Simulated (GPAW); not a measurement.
**F K ELNES/XANES of VF3 (P-1) from DFT**

What does one-electron theory with a core hole give for the F K edge of VF3 (P-1)?

Calculated with GPAW 26.7.0; X-ray absorption from dipole matrix elements to empty bands, plane-wave PAW LDA+U.

Most raw output is cut from this account.

**1. Starting point**

It takes space group P-1 (No. 2, triclinic). The conventional cell has a = 5.052 Å, b = 5.059 Å, c = 5.302 Å, α = 62.15°, β = 62.09°, γ = 60.49°. Nearest to V lie 6 F at 1.92 to 1.96 Å. V has 6 F at 1.92 to 1.97 Å nearest. Nearest to F lie 2 V at 1.92 to 1.96 Å. Nearest to F lie 2 V at 1.93 to 1.95 Å. Nearest to F lie 2 V at 1.92 to 1.97 Å. Farther neighbours and most contacts between anions are not listed.

**2. Ground state of the crystal**

The ground state comes first: it tells whether the system has a gap, which decides how the excited electron is treated.

File scf.py:

```python
import numpy as np
from ase import Atoms
from ase.parallel import parprint, paropen
from gpaw import GPAW, PW, FermiDirac, Mixer, MixerDif, setup_paths
from gpaw.test import gen
setup_paths.insert(0, '.')
gen('F', name='nch1s', xcname='LDA', corehole=(1, 0, 0), write_xml=True)
from gpaw.mpi import world
world.barrier()

atoms = Atoms('V2F6',
    cell=[[5.05196415, 0, 0],
     [2.49215489, 4.40223015, 0],
     [2.48160734, 1.44123322, 4.45865183]],
    scaled_positions=[[0, 0, 0],
     [0.5, 0.5, 0.5],
     [0.62602436, 0.25797291, 0.24616505],
     [0.13106981, 0.37018623, 0.74883404],
     [0.24182503, 0.87561822, 0.25276351],
     [0.37397564, 0.74202709, 0.75383495],
     [0.86893019, 0.62981377, 0.25116596],
     [0.75817497, 0.12438178, 0.74723649]],
    magmoms=[2.0, -2.0, 0.0, 0.0, 0.0, 0.0, 0.0, 0.0],
    pbc=True)
atoms.calc = calc = GPAW(legacy_gpaw=True, mode=PW(500, force_complex_dtype=True), xc='LDA', setups={'V': ':d,3', 2: 'nch1s'},
    kpts={'size': (4, 3, 3), 'gamma': True}, occupations=FermiDirac(0.05),
    charge=0, mixer=MixerDif(0.05, 8, 50), maxiter=150,
    convergence={'density': 0.0001, 'eigenstates': 1e-6}, txt='scf.txt')
energy = atoms.get_potential_energy() + calc.get_reference_energy()
ef = calc.get_fermi_level()
out = dict(energy=energy, fermi=ef, forces=atoms.get_forces().tolist(), magmoms=atoms.get_magnetic_moments().tolist())
parprint(f'all-electron energy {energy:.4f} eV, Fermi level {ef:.4f} eV')
ev = np.array([[calc.get_eigenvalues(k, s) for k in range(len(calc.get_ibz_k_points()))] for s in range(calc.get_number_of_spins())])
out['homo'], out['lumo'], out['counts'] = ev[ev < ef].max(), ev[ev > ef].min(), sorted(set((ev < ef).sum((0, 2)).tolist()))
out['filled'] = (ev[:, 0] < ef).sum(1).tolist()
import json
with paropen('out.json', 'w') as f:
    json.dump(out, f)
```

Run with:

```
OMP_NUM_THREADS=1 mpirun -n 4 gpaw python scf.py
```

It took 2.3 min on 4 MPI ranks of Intel Xeon Platinum 8488C (Sapphire Rapids), shared host; peak memory 0.28 GiB.

The mesh shows a gap of 2.48 eV, so the hole is first treated in a charged cell, without the excited electron.

Site moments (μB): 1.82, -1.82, 0.01, 0.00, -0.01, 0.01, 0.00, -0.01.

**3. Reference energy of the cell**

The photon energy needs a difference of total energies, so the cell and mesh of the coming hole run are first run without a hole.

scf.py, as its differences from that of step 2:

```diff
@@ -25,3 +25,3 @@
 atoms.calc = calc = GPAW(legacy_gpaw=True, mode=PW(500, force_complex_dtype=True), xc='LDA', setups={'V': ':d,3', 2: 'nch1s'},
-    kpts={'size': (4, 3, 3), 'gamma': True}, occupations=FermiDirac(0.05),
+    kpts={'size': (3, 3, 3), 'gamma': True}, occupations=FermiDirac(0.02),
     charge=0, mixer=MixerDif(0.05, 8, 50), maxiter=150,
```

It took 1.8 min on 4 MPI ranks; peak memory 0.28 GiB.

Reference energy: -67780.979 eV with the cores included.

**4. Spectrum with FCH, F atom 3**

The holes are 5.1 Å apart. In GPAW the data set carries the hole's charge, so charge=0 means a charged cell and charge=-1 a neutral one. The excited electron is left out and a uniform background balances the charge. After the field has converged, empty bands are computed with the density fixed and the dipole matrix elements are summed.

The absorber has 1 V at 1.92 Å and 1 V at 1.96 Å (bent, 143°, site symmetry 1).

File xas.py:

```python
import numpy as np
from ase import Atoms
from ase.parallel import parprint, paropen
from gpaw import GPAW, PW, FermiDirac, Mixer, MixerDif, setup_paths
from gpaw.test import gen
setup_paths.insert(0, '.')
gen('F', name='fch1s', xcname='LDA', corehole=(1, 0, 1), write_xml=True)
from gpaw.mpi import world
world.barrier()

atoms = Atoms('V2F6',
    cell=[[5.05196415, 0, 0],
     [2.49215489, 4.40223015, 0],
     [2.48160734, 1.44123322, 4.45865183]],
    scaled_positions=[[0, 0, 0],
     [0.5, 0.5, 0.5],
     [0.62602436, 0.25797291, 0.24616505],
     [0.13106981, 0.37018623, 0.74883404],
     [0.24182503, 0.87561822, 0.25276351],
     [0.37397564, 0.74202709, 0.75383495],
     [0.86893019, 0.62981377, 0.25116596],
     [0.75817497, 0.12438178, 0.74723649]],
    magmoms=[2.0, -2.0, 0.0, 0.0, 0.0, 0.0, 0.0, 0.0],
    pbc=True)
atoms.calc = calc = GPAW(legacy_gpaw=True, mode=PW(500, force_complex_dtype=True), xc='LDA', setups={'V': ':d,3', 2: 'fch1s'},
    kpts={'size': (3, 3, 3), 'gamma': True}, occupations=FermiDirac(0.02),
    charge=0, mixer=MixerDif(0.05, 8, 50), maxiter=150,
    convergence={'density': 0.0001, 'eigenstates': 1e-6}, txt='scf.txt')
energy = atoms.get_potential_energy() + calc.get_reference_energy()
ef = calc.get_fermi_level()
out = dict(energy=energy, fermi=ef, forces=atoms.get_forces().tolist(), magmoms=atoms.get_magnetic_moments().tolist())
parprint(f'all-electron energy {energy:.4f} eV, Fermi level {ef:.4f} eV')
ev = np.array([[calc.get_eigenvalues(k, s) for k in range(len(calc.get_ibz_k_points()))] for s in range(calc.get_number_of_spins())])
out['homo'], out['lumo'], out['counts'] = ev[ev < ef].max(), ev[ev > ef].min(), sorted(set((ev < ef).sum((0, 2)).tolist()))
out['filled'] = (ev[:, 0] < ef).sum(1).tolist()

from ase.units import Ha
from gpaw.xas import dipole_matrix_elements
nb = int(calc.get_number_of_electrons() / 2) + 72
top, nb = nb, nb + 8 + nb // 12
nscf = calc.fixed_density(kpts={'size': (4, 4, 4), 'gamma': True}, nbands=nb,
    convergence={'bands': top, 'eigenstates': 5e-3}, maxiter=60, txt='nscf.txt')
cell = atoms.cell.array
ops = [cell.T @ U.T @ np.linalg.inv(cell.T) for U in nscf.wfs.kd.symmetry.op_scc]
filled = [34, 34]  # bands filled in the ground state, by spin
E = np.arange(-6, 34, 0.1)
fwhm = np.interp(E, [4, 25], [0.9, 3.5])
Y, X, zero, highest = 0, 0, 1e9, 1e9
for spin in range(nscf.get_number_of_spins()):
    wfs = nscf.wfs
    mine = wfs.bd.get_slice()  # this rank's bands
    A = dipole_matrix_elements(wfs.setups[2])
    eps = np.zeros((wfs.kd.nibzkpts, nb))
    d = np.zeros((3, A.shape[1], wfs.kd.nibzkpts, nb), complex)
    for kpt in wfs.kpt_u:
        if kpt.s == spin and 2 in kpt.P_ani:
            eps[kpt.k, mine] = kpt.eps_n * Ha
            d[:, :, kpt.k, mine] = (kpt.weight * wfs.nspins / 2) ** 0.5 * np.inner(A, kpt.P_ani[2])
    world.sum(eps)
    world.sum(d)
    T = np.einsum('amkn,bmkn->abkn', d, d.conj()).real
    T = sum(np.einsum('ai,ijkn,bj->abkn', R, T, R) for R in ops) / len(ops)
    empty = np.ones_like(eps, bool) & (np.arange(nb) >= filled[spin])
    zero, highest = min(zero, eps[empty].min()), min(highest, eps[:, top - 1].min())
    lines = [(eps, T, empty)] if spin == 0 else lines + [(eps, T, empty)]
for eps, T, empty in lines:
    f = np.einsum('aakn->akn', T).reshape(3, -1)
    x = eps.ravel() - zero
    w = np.interp(x, E, fwhm) / 2.35482
    g = np.exp(-0.5 * ((E[:, None] - x) / w) ** 2) / (w * (2 * np.pi) ** 0.5)
    Y = Y + (f * empty.ravel()) @ g.T
    X = X + (f * ~empty.ravel()) @ g.T
out.update(E=E.round(2).tolist(), xas=Y.tolist(), xes=X.tolist(), zero=zero, valid=highest - zero, nk=len(eps), nb=nb)
for i in range(0, len(E), 10):
    parprint(f'{E[i]:7.2f}', *(f'{v:10.3e}' for v in Y[:, i]))
import json
with paropen('out.json', 'w') as f:
    json.dump(out, f)
```

Run with:

```
OMP_NUM_THREADS=1 mpirun -n 4 gpaw python xas.py
```

It took 83 s on 4 MPI ranks; peak memory 0.47 GiB.

The F K spectrum, F atom 3, full core hole (charged cell) (energy from the lowest empty level; intensity scaled to a mean of 1 over the first 20 eV; polarised curves are means over the symmetry-equivalent atoms):

| E (eV) | isotropic | ε ∥ x | ε ∥ y | ε ∥ z |
| --- | --- | --- | --- | --- |
| -2.00 | 0.00 | 0.00 | 0.00 | 0.00 |
| -1.25 | 0.00 | 0.00 | 0.00 | 0.00 |
| -0.50 | 0.00 | 0.00 | 0.00 | 0.00 |
| 0.25 | 0.01 | 0.01 | 0.01 | 0.01 |
| 1.00 | 0.11 | 0.05 | 0.16 | 0.11 |
| 1.75 | 1.02 | 0.61 | 1.47 | 0.99 |
| 2.50 | 1.43 | 1.69 | 1.28 | 1.32 |
| 3.25 | 1.12 | 0.46 | 1.80 | 1.12 |
| 4.00 | 1.01 | 0.12 | 1.82 | 1.10 |
| 4.75 | 0.15 | 0.09 | 0.21 | 0.14 |
| 5.50 | 0.26 | 0.26 | 0.29 | 0.23 |
| 6.25 | 0.44 | 0.49 | 0.46 | 0.38 |
| 7.00 | 0.76 | 0.83 | 0.71 | 0.73 |
| 7.75 | 1.23 | 1.33 | 1.20 | 1.17 |
| 8.50 | 1.55 | 1.64 | 1.56 | 1.44 |
| 9.25 | 1.73 | 1.81 | 1.81 | 1.57 |
| 10.00 | 1.84 | 1.76 | 2.17 | 1.57 |
| 10.75 | 1.78 | 1.52 | 2.13 | 1.69 |
| 11.50 | 1.82 | 1.47 | 1.94 | 2.05 |
| 12.25 | 1.69 | 1.33 | 1.68 | 2.06 |
| 13.00 | 1.33 | 0.97 | 1.36 | 1.66 |
| 13.75 | 1.10 | 0.75 | 1.15 | 1.40 |
| 14.50 | 1.00 | 0.71 | 0.99 | 1.29 |
| 15.25 | 0.88 | 0.75 | 0.82 | 1.08 |
| 16.00 | 0.77 | 0.80 | 0.69 | 0.81 |
| 16.75 | 0.69 | 0.84 | 0.63 | 0.59 |
| 17.50 | 0.68 | 0.90 | 0.67 | 0.47 |
| 18.25 | 0.74 | 1.02 | 0.77 | 0.42 |
| 19.00 | 0.80 | 1.16 | 0.84 | 0.41 |
| 19.75 | 0.79 | 1.16 | 0.80 | 0.42 |
| 20.50 | 0.69 | 0.99 | 0.65 | 0.43 |
| 21.25 | 0.58 | 0.76 | 0.48 | 0.48 |
| 22.00 | 0.52 | 0.60 | 0.39 | 0.58 |
| 22.75 | 0.55 | 0.57 | 0.38 | 0.70 |
| 23.50 | 0.63 | 0.63 | 0.43 | 0.83 |
| 24.25 | 0.73 | 0.76 | 0.49 | 0.93 |
| 25.00 | 0.82 | 0.90 | 0.57 | 0.99 |
| 25.75 | 0.91 | 1.05 | 0.67 | 1.03 |
| 26.50 | 0.99 | 1.15 | 0.77 | 1.04 |
| 27.25 | 1.03 | 1.19 | 0.86 | 1.04 |
| 28.00 | 1.05 | 1.16 | 0.95 | 1.05 |
| 28.75 | 1.08 | 1.13 | 1.04 | 1.08 |
| 29.50 | 1.15 | 1.16 | 1.16 | 1.13 |
| 30.25 | 1.24 | 1.25 | 1.32 | 1.16 |
| 31.00 | 1.34 | 1.34 | 1.50 | 1.19 |
| 31.75 | 1.42 | 1.39 | 1.67 | 1.20 |

Main maxima below 24 eV (height): 2.3 eV (1.57), 3.6 eV (1.42), 10.0 eV (1.84), 11.6 eV (1.82) and 19.3 eV (0.81). A K edge sees empty p states; the first features are F p mixed into the empty d states of the V neighbours, and the broad ones above probably into the cations' higher empty bands.

The hole costs E(hole) − E(ground) = 675.04 eV, and the lowest empty level of the hole cell on the spectrum's mesh lies at 3.66 eV, which puts the zero at 678.69 eV. The functional and the charged cell's background leave an error in such absolute values: in the free atom LDA prices this hole 4.7 eV below PBE (computed apart), and PBE is itself good to a few eV.

**5. Spectrum with FCH, F atom 4**

The holes are 5.1 Å apart. The excited electron is left out and a uniform background balances the charge. After the field has converged, empty bands are computed with the density fixed and the dipole matrix elements are summed.

The absorber has 1 V at 1.93 Å and 1 V at 1.95 Å (bent, 143°, site symmetry 1).

xas.py, as its differences from that of step 4:

```diff
@@ -24,3 +24,3 @@
     pbc=True)
-atoms.calc = calc = GPAW(legacy_gpaw=True, mode=PW(500, force_complex_dtype=True), xc='LDA', setups={'V': ':d,3', 2: 'fch1s'},
+atoms.calc = calc = GPAW(legacy_gpaw=True, mode=PW(500, force_complex_dtype=True), xc='LDA', setups={'V': ':d,3', 3: 'fch1s'},
     kpts={'size': (3, 3, 3), 'gamma': True}, occupations=FermiDirac(0.02),
@@ -51,3 +51,3 @@
     mine = wfs.bd.get_slice()  # this rank's bands
-    A = dipole_matrix_elements(wfs.setups[2])
+    A = dipole_matrix_elements(wfs.setups[3])
     eps = np.zeros((wfs.kd.nibzkpts, nb))
@@ -55,5 +55,5 @@
     for kpt in wfs.kpt_u:
-        if kpt.s == spin and 2 in kpt.P_ani:
+        if kpt.s == spin and 3 in kpt.P_ani:
             eps[kpt.k, mine] = kpt.eps_n * Ha
-            d[:, :, kpt.k, mine] = (kpt.weight * wfs.nspins / 2) ** 0.5 * np.inner(A, kpt.P_ani[2])
+            d[:, :, kpt.k, mine] = (kpt.weight * wfs.nspins / 2) ** 0.5 * np.inner(A, kpt.P_ani[3])
     world.sum(eps)
```

Wall time 78 s (4 MPI ranks); peak memory 0.46 GiB; 5.2 min of CPU time.

The F K spectrum, F atom 4, full core hole (charged cell) (energy from the lowest empty level; intensity scaled to a mean of 1 over the first 20 eV; polarised curves are means over the symmetry-equivalent atoms):

| E (eV) | isotropic | ε ∥ x | ε ∥ y | ε ∥ z |
| --- | --- | --- | --- | --- |
| -2.0 | 0.00 | 0.00 | 0.00 | 0.00 |
| -1.4 | 0.00 | 0.00 | 0.00 | 0.00 |
| -0.8 | 0.00 | 0.00 | 0.00 | 0.00 |
| -0.2 | 0.01 | 0.00 | 0.01 | 0.01 |
| 0.4 | 0.01 | 0.01 | 0.01 | 0.02 |
| 1.0 | 0.12 | 0.16 | 0.08 | 0.11 |
| 1.6 | 0.79 | 1.00 | 0.63 | 0.75 |
| 2.2 | 1.59 | 1.61 | 1.66 | 1.49 |
| 2.8 | 1.03 | 0.98 | 1.16 | 0.95 |
| 3.4 | 1.33 | 1.79 | 0.80 | 1.40 |
| 4.0 | 0.96 | 1.38 | 0.49 | 1.01 |
| 4.6 | 0.18 | 0.24 | 0.13 | 0.17 |
| 5.2 | 0.18 | 0.19 | 0.18 | 0.16 |
| 5.8 | 0.36 | 0.39 | 0.39 | 0.30 |
| 6.4 | 0.47 | 0.48 | 0.52 | 0.41 |
| 7.0 | 0.77 | 0.73 | 0.83 | 0.74 |
| 7.6 | 1.16 | 1.13 | 1.25 | 1.12 |
| 8.2 | 1.45 | 1.45 | 1.53 | 1.36 |
| 8.8 | 1.65 | 1.66 | 1.74 | 1.54 |
| 9.4 | 1.78 | 1.87 | 1.85 | 1.60 |
| 10.0 | 1.84 | 2.08 | 1.85 | 1.59 |
| 10.6 | 1.79 | 2.03 | 1.68 | 1.66 |
| 11.2 | 1.80 | 1.88 | 1.60 | 1.93 |
| 11.8 | 1.80 | 1.74 | 1.54 | 2.13 |
| 12.4 | 1.60 | 1.52 | 1.33 | 1.97 |
| 13.0 | 1.32 | 1.29 | 1.05 | 1.62 |
| 13.6 | 1.13 | 1.12 | 0.88 | 1.40 |
| 14.2 | 1.04 | 0.99 | 0.79 | 1.32 |
| 14.8 | 0.95 | 0.87 | 0.76 | 1.23 |
| 15.4 | 0.85 | 0.78 | 0.74 | 1.04 |
| 16.0 | 0.76 | 0.72 | 0.74 | 0.81 |
| 16.6 | 0.68 | 0.69 | 0.74 | 0.62 |
| 17.2 | 0.66 | 0.71 | 0.77 | 0.49 |
| 17.8 | 0.69 | 0.78 | 0.85 | 0.43 |
| 18.4 | 0.76 | 0.88 | 0.97 | 0.41 |
| 19.0 | 0.81 | 0.95 | 1.07 | 0.41 |
| 19.6 | 0.80 | 0.93 | 1.07 | 0.41 |
| 20.2 | 0.73 | 0.81 | 0.96 | 0.42 |
| 20.8 | 0.63 | 0.65 | 0.79 | 0.45 |
| 21.4 | 0.54 | 0.51 | 0.63 | 0.49 |
| 22.0 | 0.51 | 0.43 | 0.53 | 0.56 |
| 22.6 | 0.53 | 0.41 | 0.51 | 0.65 |
| 23.2 | 0.59 | 0.44 | 0.56 | 0.76 |
| 23.8 | 0.67 | 0.50 | 0.64 | 0.86 |
| 24.4 | 0.75 | 0.57 | 0.75 | 0.94 |
| 25.0 | 0.84 | 0.64 | 0.86 | 1.01 |
| 25.6 | 0.91 | 0.72 | 0.98 | 1.05 |
| 26.2 | 0.98 | 0.80 | 1.07 | 1.07 |
| 26.8 | 1.03 | 0.87 | 1.13 | 1.07 |
| 27.4 | 1.05 | 0.93 | 1.15 | 1.07 |
| 28.0 | 1.06 | 0.97 | 1.14 | 1.08 |
| 28.6 | 1.08 | 1.02 | 1.14 | 1.09 |
| 29.2 | 1.12 | 1.09 | 1.17 | 1.11 |
| 29.8 | 1.19 | 1.19 | 1.23 | 1.14 |
| 30.4 | 1.27 | 1.32 | 1.33 | 1.17 |
| 31.0 | 1.35 | 1.46 | 1.42 | 1.19 |
| 31.6 | 1.42 | 1.59 | 1.48 | 1.20 |

Main maxima below 24 eV (height): 2.2 eV (1.59), 3.6 eV (1.44), 10.0 eV (1.84), 11.5 eV (1.82) and 19.3 eV (0.82). 

The hole costs E(hole) − E(ground) = 675.01 eV, and the lowest empty level of the hole cell on the spectrum's mesh lies at 3.69 eV, which puts the zero at 678.70 eV.

**6. Spectrum with FCH, F atom 5**

The absorber has 1 V at 1.92 Å and 1 V at 1.97 Å (bent, 143°, site symmetry 1).

xas.py, as its differences from that of step 5:

```diff
@@ -24,3 +24,3 @@
     pbc=True)
-atoms.calc = calc = GPAW(legacy_gpaw=True, mode=PW(500, force_complex_dtype=True), xc='LDA', setups={'V': ':d,3', 3: 'fch1s'},
+atoms.calc = calc = GPAW(legacy_gpaw=True, mode=PW(500, force_complex_dtype=True), xc='LDA', setups={'V': ':d,3', 4: 'fch1s'},
     kpts={'size': (3, 3, 3), 'gamma': True}, occupations=FermiDirac(0.02),
@@ -51,3 +51,3 @@
     mine = wfs.bd.get_slice()  # this rank's bands
-    A = dipole_matrix_elements(wfs.setups[3])
+    A = dipole_matrix_elements(wfs.setups[4])
     eps = np.zeros((wfs.kd.nibzkpts, nb))
@@ -55,5 +55,5 @@
     for kpt in wfs.kpt_u:
-        if kpt.s == spin and 3 in kpt.P_ani:
+        if kpt.s == spin and 4 in kpt.P_ani:
             eps[kpt.k, mine] = kpt.eps_n * Ha
-            d[:, :, kpt.k, mine] = (kpt.weight * wfs.nspins / 2) ** 0.5 * np.inner(A, kpt.P_ani[3])
+            d[:, :, kpt.k, mine] = (kpt.weight * wfs.nspins / 2) ** 0.5 * np.inner(A, kpt.P_ani[4])
     world.sum(eps)
```

The job ended after 81 s (4 MPI ranks; peak memory 0.47 GiB; 5.4 min of CPU time).

The F K spectrum, F atom 5, full core hole (charged cell) (energy from the lowest empty level; intensity scaled to a mean of 1 over the first 20 eV; polarised curves are means over the symmetry-equivalent atoms):

| E (eV) | isotropic | ε ∥ x | ε ∥ y | ε ∥ z |
| --- | --- | --- | --- | --- |
| -2.0 | 0.00 | 0.00 | 0.00 | 0.00 |
| -1.4 | 0.00 | 0.00 | 0.00 | 0.00 |
| -0.8 | 0.00 | 0.00 | 0.00 | 0.00 |
| -0.2 | 0.00 | 0.00 | 0.01 | 0.01 |
| 0.4 | 0.01 | 0.01 | 0.01 | 0.02 |
| 1.0 | 0.10 | 0.11 | 0.10 | 0.10 |
| 1.6 | 0.74 | 0.84 | 0.68 | 0.69 |
| 2.2 | 1.54 | 1.66 | 1.50 | 1.47 |
| 2.8 | 1.07 | 1.05 | 1.21 | 0.96 |
| 3.4 | 1.32 | 1.76 | 0.83 | 1.36 |
| 4.0 | 1.01 | 1.45 | 0.50 | 1.10 |
| 4.6 | 0.19 | 0.26 | 0.13 | 0.20 |
| 5.2 | 0.17 | 0.19 | 0.16 | 0.15 |
| 5.8 | 0.35 | 0.40 | 0.35 | 0.30 |
| 6.4 | 0.47 | 0.51 | 0.49 | 0.41 |
| 7.0 | 0.75 | 0.75 | 0.77 | 0.72 |
| 7.6 | 1.15 | 1.16 | 1.19 | 1.10 |
| 8.2 | 1.43 | 1.45 | 1.50 | 1.34 |
| 8.8 | 1.63 | 1.65 | 1.74 | 1.52 |
| 9.4 | 1.76 | 1.83 | 1.88 | 1.58 |
| 10.0 | 1.84 | 2.05 | 1.89 | 1.58 |
| 10.6 | 1.80 | 2.02 | 1.73 | 1.65 |
| 11.2 | 1.81 | 1.87 | 1.62 | 1.92 |
| 11.8 | 1.82 | 1.75 | 1.57 | 2.14 |
| 12.4 | 1.63 | 1.52 | 1.35 | 2.00 |
| 13.0 | 1.33 | 1.27 | 1.07 | 1.66 |
| 13.6 | 1.13 | 1.10 | 0.88 | 1.43 |
| 14.2 | 1.03 | 0.98 | 0.79 | 1.33 |
| 14.8 | 0.95 | 0.89 | 0.75 | 1.22 |
| 15.4 | 0.86 | 0.80 | 0.75 | 1.03 |
| 16.0 | 0.76 | 0.73 | 0.76 | 0.81 |
| 16.6 | 0.70 | 0.69 | 0.77 | 0.63 |
| 17.2 | 0.67 | 0.70 | 0.81 | 0.51 |
| 17.8 | 0.69 | 0.76 | 0.88 | 0.44 |
| 18.4 | 0.75 | 0.85 | 0.99 | 0.42 |
| 19.0 | 0.81 | 0.93 | 1.08 | 0.41 |
| 19.6 | 0.81 | 0.92 | 1.08 | 0.42 |
| 20.2 | 0.74 | 0.83 | 0.97 | 0.43 |
| 20.8 | 0.65 | 0.68 | 0.81 | 0.45 |
| 21.4 | 0.56 | 0.54 | 0.64 | 0.50 |
| 22.0 | 0.52 | 0.46 | 0.53 | 0.58 |
| 22.6 | 0.54 | 0.43 | 0.50 | 0.67 |
| 23.2 | 0.59 | 0.46 | 0.54 | 0.78 |
| 23.8 | 0.66 | 0.51 | 0.61 | 0.87 |
| 24.4 | 0.74 | 0.58 | 0.71 | 0.94 |
| 25.0 | 0.82 | 0.65 | 0.81 | 0.99 |
| 25.6 | 0.89 | 0.73 | 0.92 | 1.02 |
| 26.2 | 0.95 | 0.81 | 1.02 | 1.03 |
| 26.8 | 1.00 | 0.89 | 1.09 | 1.03 |
| 27.4 | 1.03 | 0.94 | 1.12 | 1.04 |
| 28.0 | 1.05 | 0.98 | 1.12 | 1.05 |
| 28.6 | 1.08 | 1.03 | 1.12 | 1.08 |
| 29.2 | 1.12 | 1.09 | 1.16 | 1.11 |
| 29.8 | 1.19 | 1.19 | 1.23 | 1.15 |
| 30.4 | 1.27 | 1.31 | 1.33 | 1.17 |
| 31.0 | 1.35 | 1.44 | 1.42 | 1.19 |
| 31.6 | 1.42 | 1.56 | 1.49 | 1.20 |

Main maxima below 24 eV (height): 2.3 eV (1.56), 3.6 eV (1.45), 10.0 eV (1.84), 11.6 eV (1.83) and 19.3 eV (0.81). 

The hole costs E(hole) − E(ground) = 675.01 eV, and the lowest empty level of the hole cell on the spectrum's mesh lies at 3.65 eV, which puts the zero at 678.66 eV.

(Part 1 of 2 ends here.)

[Logs are printed without paths, hosts, clocks, repeated set-up lines and the standing remarks that a program may print on its own settings, such as how far it seeks lower states.]

[Hosts, paths, dates, database ids (printed as entryN), source tags and the programs' standing remarks are cut or masked in the printed files.]

[Lists of maxima count a maximum above −3 eV only where it reaches 4 % of the highest in the window and stands out from its surroundings by 2 % of it (1.5 % where it reaches 55 %); shoulders and weaker maxima are passed over, and of the rest the first, up to two pre-edge ones and the few strongest are named.]
